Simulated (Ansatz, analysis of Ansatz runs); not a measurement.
# Na2WO4 (Fd-3m), nudged elastic band: Na_i by the interstitialcy path (q = +1), part 4 of 4

How high is the barrier when Na changes place in Na2WO4 (Fd-3m)? The case: Na_i by the interstitialcy path, charge +1, in a cell of 56 host atoms with 1 Na put in.

Ansatz 0.2.0; plane-wave PAW DFT, PBEsol; nudged elastic band between two relaxed defect structures at fixed charge in a uniform background.

So far, barrier forward (eV): step 4 (nudged elastic band, charge +1) 0.335.

**5. Single point at the start point, PBEsol, denser k-mesh**

Three single points on a mesh of more k-points (start, top, end) test the sampling. The start is shown; top and end are run alike.

This step: plane-wave PAW DFT, PBEsol; single point of a defect supercell on a structure of the PBEsol path.

The input, qp1.start.mesh/input.yaml:

```yaml
crystal:
  lattice:
    - [9.1091061, 0.0, 0.0]
    - [0.0, 9.1091061, 0.0]
    - [0.0, 0.0, 9.1091061]
  atoms:
    - { symbol: Na, position: [0.10074275, 0.39951104, 0.39961606] }
    - { symbol: Na, position: [0.12404663, 0.87150276, 0.87121898] }
[... 2 atom lines left out ...]
    - { symbol: Na, position: [0.39913659, 0.101131, 0.39946084] }
[... 3 atom lines left out ...]
    - { symbol: Na, position: [0.39947163, 0.3995829, 0.10091633] }
[... 3 atom lines left out ...]
    - { symbol: Na, position: [0.10109892, 0.10115057, 0.10130277] }
[... 15 atom lines left out ...]
    - { symbol: O, position: [0.13569783, 0.36478833, 0.63947125] }
[... 4 atom lines left out ...]
    - { symbol: O, position: [0.13576497, 0.63940651, 0.36455783] }
[... 4 atom lines left out ...]
    - { symbol: O, position: [0.86080744, 0.36483499, 0.36463125] }
[... 1 atom line left out ...]
    - { symbol: O, position: [0.38548185, 0.1152232, 0.11509407] }
[... 3 atom lines left out ...]
    - { symbol: O, position: [0.11480244, 0.38593952, 0.11499871] }
[... 3 atom lines left out ...]
    - { symbol: O, position: [0.11499115, 0.11526744, 0.38563679] }
[... 3 atom lines left out ...]
    - { symbol: O, position: [0.38565843, 0.38590016, 0.3858285] }
[... 3 atom lines left out ...]
    - { symbol: Na, position: [0.25024212, 0.25084845, 0.25031626] }
total_charge: 1
basis:
  ecutwfc: 420
  xc_grid: 2
hamiltonian:
  xc: pbesol
kpoints:
  mp_grid: { grid: [2, 2, 2], shift: [0.5, 0.5, 0.5] }
scf:
  occupations: { method: fixed }
  max_iter: 100
output:
  forces: true
  eigenvalues: true
checkpoint:
  write: "../qp1.start.mesh.run"
  compress: false
  write_wavefunctions: false
  write_every: 100000
```

Launch:

```
$ ansatz run input.yaml --threads 8 --pin off --max-ram 14131MiB --backend cpu --events-out ev --progress --plain --runs-dir out
```

Numbers of over 12 decimals in the logs are rounded to 6 here.

Output:

```text
[...]
Crystal: 57 atoms, lattice volume = 755.835 Å³
Basis set: ecut = 420 eV, 14771 PW (Γ), exchange–correlation on 128×128×128 points (8 copies of the dense FFT grid, shifted against one another)
Bands: 285, of which v1, the nominal top of the filled ones, is band 228 counted from 1 (227 counted from 0)
Symmetry: 1 space group operations
[...]
k-points: 4 of 8 (time reversal used)
[...]
SCF iter   1: F=—  HF=-125135.523859 eV  |F-HF|=—  |Δ(HF+E_count)|=         —  Δρ=1.31e-2  dr2=1.58e0  ethr=1.77e-3  ⟨swp⟩=5.0  Hψ=3596  notcnv=0  defer=164
[...]
SCF iter   3: F=—  HF=-125135.214718 eV  |F-HF|=—  |Δ(HF+E_count)|=   6.85e-2  Δρ=1.10e-3  dr2=9.74e-3  ethr=7.46e-5  ⟨swp⟩=2.0  Hψ=1480  notcnv=0  defer=124
[...]
E sigma→0 (E₀):  -125135.219270 eV
Fermi energy:    4.535777 eV
[...]
--- Forces (eV/Å), atoms counted from 1 ---
  atom   1  Na    -0.00021148    -0.00063520    -0.00188535
  atom   2  Na    -0.00108776    -0.00006699     0.00067846
  [... 2 atoms left out ...]
  atom   5  Na    -0.00067163     0.00060644    -0.00168621
  [... 3 atoms left out ...]
  atom   9  Na    -0.00187576    -0.00026419     0.00021189
  [... 3 atoms left out ...]
  atom  13  Na    -0.00056473     0.00180387     0.00043329
  [... 20 atoms left out ...]
  atom  34  O      0.00111822     0.00022969     0.00444223
  [... 4 atoms left out ...]
  atom  39  O      0.00730972     0.00332999     0.00624199
  [... 5 atoms left out ...]
  atom  45  O     -0.01069465     0.00792451    -0.01114795
  [... 3 atoms left out ...]
  atom  49  O     -0.01010587    -0.00850326     0.00547730
  [... 3 atoms left out ...]
  atom  53  O      0.00359160     0.00590790     0.00349966
  [... 3 atoms left out ...]
  atom  57  Na     0.00198794    -0.00159045     0.00249968
  max |Σ_I F_I| component: 1.91e-5 eV/Å
--- Band table (eV) ---
[...]
[... further k-points left out ...]
[key lines of the parts left out:]
SCF converged after 10 iterations
Free energy (F): -125135.219270 eV
```

Wall time 24 s (8 threads of Arm Neoverse V2, shared host); peak memory 4 GiB.

This step gave:

```yaml
free_energy: -125135.2193 eV
```

**6. Barrier from single points, PBEsol, denser k-mesh**

Analysis of the runs above: barrier from PBEsol single points on the PBEsol path.

It gives:

- barrier forward: 0.3351 eV
- barrier backward: 0.3352 eV
- end less start: -7.99e-5 eV

This gives 0.335 eV against the band's 0.335 eV (backward 0.335 against 0.335 eV). This mesh holds only the band's own point and its sign variants, so it tests the average over those and no finer sampling.

**7. Single point at the start point, r2SCAN**

Three single points with a meta-GGA, at its higher cutoff of 500 eV, show what it does to the barrier on the path found. The start is shown; top and end are run alike.

This step: plane-wave PAW DFT, r2SCAN; single point of a defect supercell on a structure of the PBEsol path.

qp1.start.r2scan/input.yaml, as its differences from qp1.start.mesh/input.yaml of step 5:

```diff
@@ -32,8 +32,8 @@
 basis:
-  ecutwfc: 420
+  ecutwfc: 500
   xc_grid: 2
 hamiltonian:
-  xc: pbesol
+  xc: r2scan
 kpoints:
-  mp_grid: { grid: [2, 2, 2], shift: [0.5, 0.5, 0.5] }
+  mp_grid: { grid: [1, 1, 1], shift: [0.25, 0.25, 0.25] }
 scf:
@@ -45,3 +45,3 @@
 checkpoint:
-  write: "../qp1.start.mesh.run"
+  write: "../qp1.start.r2scan.run"
   compress: false
```

Output:

```text
[...]
Crystal: 57 atoms, lattice volume = 755.835 Å³
Basis set: ecut = 500 eV, 19213 PW (Γ), exchange–correlation on 144×144×144 points (8 copies of the dense FFT grid, shifted against one another)
Bands: 285, of which v1, the nominal top of the filled ones, is band 228 counted from 1 (227 counted from 0)
Symmetry: 1 space group operations
[...]
k-points: 1
[...]
SCF iter   1: F=—  HF=-126733.194296 eV  |F-HF|=—  |Δ(HF+E_count)|=         —  Δρ=1.24e-2  dr2=9.12e-1  dr2_τ=3.06e0  ethr=1.77e-3  ⟨swp⟩=5.0  Hψ=897  notcnv=0  defer=41
[...]
SCF iter  10: F=-126733.551678 eV  HF=-126733.551678 eV  |F-HF|=2.95e-9  |Δ(HF+E_count)|=   2.06e-8  Δρ=8.88e-7  dr2=6.22e-9  dr2_τ=7.31e-10  ethr=2.19e-11  ⟨swp⟩=4.0  Hψ=779  notcnv=0
SCF 1 converged in 10 iterations: F = -126733.551678 eV  dr2 = 6.22e-9
[...]
SCF converged after 10 iterations
Free energy (F): -126733.551678 eV
[...]
Internal energy: -126733.551678 eV  (E = F + TS)
E sigma→0 (E₀):  -126733.551678 eV
Fermi energy:    4.187782 eV
[...]
--- Forces (eV/Å), atoms counted from 1 ---
  atom   1  Na     0.03979710    -0.04008316    -0.04179828
  atom   2  Na     0.00307530     0.00475242     0.00566780
  [... 2 atoms left out ...]
  atom   5  Na    -0.04006640     0.04051566    -0.04131827
  [... 3 atoms left out ...]
  atom   9  Na    -0.04189357    -0.03983779     0.04027625
  [... 3 atoms left out ...]
  atom  13  Na     0.03859383     0.04145234     0.03953006
  [... 20 atoms left out ...]
  atom  34  O      0.07406402     0.07356581    -0.06972078
  [... 4 atoms left out ...]
  atom  39  O     -0.06864687    -0.07259692    -0.06958253
  [... 5 atoms left out ...]
  atom  45  O     -0.06835616     0.06693663    -0.06886001
  [... 3 atoms left out ...]
  atom  49  O     -0.06769028    -0.06599707     0.06428621
  [... 3 atoms left out ...]
  atom  53  O      0.06405546     0.06654357     0.06395273
  [... 3 atoms left out ...]
  atom  57  Na     0.00253480    -0.00113008     0.00313279
  max |Σ_I F_I| component: 2.55e-3 eV/Å
--- Band table (eV) ---
[...]
```

The job ended after 12 s (8 threads; peak memory 2 GiB; 89 s of CPU time).

Numbers from this step:

* free energy: -126733.5517 eV

**8. Barrier from single points, r2SCAN**

Analysis of the runs above: barrier from r2SCAN single points on the PBEsol path.

It gives:

```
barrier forward  : 0.3785 eV
barrier backward : 0.3787 eV
end less start   : -2.79e-4 eV
```

This gives 0.378 eV against the band's 0.335 eV.

**9. Single point at the start point, HSE06**

A whole band with exact exchange would cost too much, so three single points on the path found stand in. The start is shown; top and end are run alike.

This step: plane-wave PAW DFT, HSE06; single point of a defect supercell on a structure of the PBEsol path.

qp1.start.hse06/input.yaml, as its differences from qp1.start.r2scan/input.yaml of step 7:

```diff
@@ -32,6 +32,6 @@
 basis:
-  ecutwfc: 500
+  ecutwfc: 420
   xc_grid: 2
 hamiltonian:
-  xc: r2scan
+  xc: hse06
 kpoints:
@@ -45,3 +45,3 @@
 checkpoint:
-  write: "../qp1.start.r2scan.run"
+  write: "../qp1.start.hse06.run"
   compress: false
```

Output:

```text
[...]
Warning: kpoints.mp_grid.shift: disabling space-group detection — at a shift other than 0 and half a step a hybrid functional's run that is held to the crystal's symmetry can end above its lowest state, and by default nothing tells of it, so the full k-mesh [...]
exact exchange: scf.exx.singularity resolves to wigner_seitz, which cuts the screened interaction at the faces of the exchange supercell's Wigner-Seitz cell, so that each pair interacts once, at the shortest of its separations (the periodic images that this [...]
[...]
davidson cushion auto → on  (no smearing: the cushion is to keep the highest requested band from converging to the state above it; pin scf.eigensolver.cushion to override)
Crystal: 57 atoms, lattice volume = 755.835 Å³
Basis set: ecut = 420 eV, 14771 PW (Γ), exchange–correlation on 128×128×128 points (8 copies of the dense FFT grid, shifted against one another)
[...]
Free energy (F): -126554.220762 eV
[...]
Internal energy: -126554.220762 eV  (E = F + TS)
E sigma→0 (E₀):  -126554.220762 eV
Fermi energy:    3.475295 eV
[...]
--- Forces (eV/Å), atoms counted from 1 ---
  atom   1  Na     0.00398804    -0.00442517    -0.00594777
  atom   2  Na     0.00103393    -0.00066775     0.00023166
  [... 2 atoms left out ...]
  atom   5  Na    -0.00452013     0.00487611    -0.00564870
  [... 3 atoms left out ...]
  atom   9  Na    -0.00595995    -0.00408791     0.00442051
  [... 3 atoms left out ...]
  atom  13  Na     0.00330930     0.00599985     0.00432058
  [... 20 atoms left out ...]
  atom  34  O      0.36016907     0.33213192    -0.35551171
  [... 4 atoms left out ...]
  atom  39  O     -0.32672283    -0.35888145    -0.35575110
  [... 5 atoms left out ...]
  atom  45  O     -0.33057068     0.32902063    -0.33109671
  [... 3 atoms left out ...]
  atom  49  O     -0.32995674    -0.32806269     0.32621981
  [... 3 atoms left out ...]
  atom  53  O      0.32601608     0.32881154     0.32592576
  [... 3 atoms left out ...]
  atom  57  Na     0.00219585    -0.00146062     0.00273095
  max |Σ_I F_I| component: 1.85e-4 eV/Å
--- Band table (eV) ---
[...]
```

It took 2.2 min on 8 threads; peak memory 2.2 GiB.

Read from the output:

| Item | Value |
| --- | --- |
| free energy | -126554.2208 eV |

**10. Barrier from single points, HSE06**

Analysis of the runs above: barrier from HSE06 single points on the PBEsol path.

It gives:

| Property | Result |
| --- | --- |
| barrier forward | 0.3473 eV |
| barrier backward | 0.3477 eV |
| end less start | -4.65e-4 eV |

This gives 0.347 eV against the band's 0.335 eV.

**11. Results**

```
barrier forward                                   : 0.33 eV
barrier backward                                  : 0.34 eV
end less start                                    : 0.00 eV
hop length                                        : 1.58 Å
band iterations, as the log counts them           : 6
barrier from single points, PBEsol, denser k-mesh : 0.34 eV
barrier from single points, r2SCAN                : 0.38 eV
barrier from single points, HSE06                 : 0.35 eV
```

What this shows: The top of the band lies 0.33 eV above the start and 0.34 eV above the end. With an assumed prefactor of 1e13 per second it gives one hop a second along this one path at about 130 K; whether such hops link up through the crystal wasn't checked. Across functionals on this path (PBEsol 0.335, r2SCAN 0.378 and HSE06 0.347 eV) the forward values spread by 0.044 eV. The order of the top as a saddle was not checked for all atoms, so a bent path could be lower. No image-charge correction is applied; it largely cancels along a path if the charge stays localised alike. Keep in mind: one k-point off the zone centre stands for the whole zone; spin–orbit coupling, which can matter with heavy atoms, is left out.

[Logs are printed without paths, hosts, clocks, repeated set-up lines and the standing remarks that a program may print on its own settings, such as how far it seeks lower states.]

[Hosts, paths, dates, database ids (printed as entryN), source tags and the programs' standing remarks are cut or masked in the printed files.]
